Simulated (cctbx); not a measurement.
**What is wrong with this refinement?**

Cell a = 3.2590 Å, b = 3.2590 Å, c = 6.9090 Å, α = 90.00°, β = 90.00°, γ = 120.00°; space group P6_3/mmc (no. 194).

Simulated single-crystal data (cctbx): Mo Kα, λ = 0.71073 Å, to d = 0.84 Å, 80 % of the full sphere, strongest reflection 20000 counts, noise from counting, a 6 % proportional error and a noise floor of 8 counts (s.d.); no absorption.

An anisotropic refinement with weights 1/σ² prints:

```text
Rint 0.051, 33 unique reflections to 0.84 A
cycle     R1     wR2    GooF  max shift (A)
   1  0.0602  0.1503   6.335   0.00000
   2  0.0301  0.0574   2.419   0.00000
final R1 0.0301 wR2 0.0574 GooF 2.419  parameters 4  data/parameter 8.2
atom        x        y        z      Ueq    occ   su(xyz)  su(Uiso or U11)
Zr1    0.00000  0.00000  0.50000   0.0040  1.000  0.00000  0.0009
Al1    0.33333  0.66667  0.25000   0.0198  1.000  0.00000  0.0013
difference map: max 1.85 min -0.55 rms 0.31
Q1    0.0000  0.0000  0.0000    2    1.85  0.00 A from Zr1
Q2    0.3333  0.6667  0.0774    4    0.35  1.19 A from Al1
Q3    0.3333  0.6667  0.5833    4    0.24  1.97 A from Zr1
Q4    0.0000  0.3333  0.1667   24   -0.03  1.23 A from Al1
Q5    0.3333  0.6667  0.7500    2   -0.05  1.88 A from Al1
Q6    0.3333  0.6667  0.2500    2   -0.45  0.00 A from Al1
```

Q: Accept it or mend it, and why?

Mend it. The fault: wrong element: Zr1 is Tc. Against the right model at the same level, R1 goes from 0.0110 to 0.0301 and GooF from 0.85 to 2.42, U of Zr1 shrinks from 0.0078 to 0.0040 Å², U of Al1 swells from 0.0156 to 0.0198 Å² and the top difference peak, 1.9 e/Å³, lies on Zr1. Zr1 has 3 electrons too few and its U shrinks to make up, as expected.

The compound is AlTc. The right model at the same level gives:

```text
Rint 0.051, 33 unique reflections to 0.84 A
cycle     R1     wR2    GooF  max shift (A)
   1  0.0119  0.0237   1.000   0.00000
   2  0.0110  0.0202   0.854   0.00000
final R1 0.0110 wR2 0.0202 GooF 0.854  parameters 4  data/parameter 8.2
atom        x        y        z      Ueq    occ   su(xyz)  su(Uiso or U11)
Tc1    0.00000  0.00000  0.50000   0.0078  1.000  0.00000  0.0003
Al1    0.33333  0.66667  0.25000   0.0156  1.000  0.00000  0.0004
difference map: max 0.61 min -0.33 rms 0.13
Q1    0.0000  0.0000  0.1482    4    0.61  1.02 A from Tc1
Q2    0.3333  0.6667  0.0973    4    0.42  1.06 A from Al1
Q3    0.3333  0.6667  0.5963    4    0.37  2.00 A from Tc1
Q4    0.2018  0.4036  0.9973   12    0.12  1.14 A from Tc1
Q5    0.2309  0.4617  0.2500    6    0.10  0.58 A from Al1
Q6    0.2330  0.4659  0.7500    6    0.09  1.67 A from Al1
```

Isotropic U is held between 0.0001 and 1 Å² by the program, and listed peak heights are interpolated, so they can pass the grid's maximum.

The model is made up (kin elements in a known structure type, no relaxation), so it says nothing on whether the phase exists.

[Middle refinement cycles are left out of these outputs.]

[Logs are printed without paths, hosts, clocks, repeated set-up lines and the standing remarks that a program may print on its own settings, such as how far it seeks lower states.]
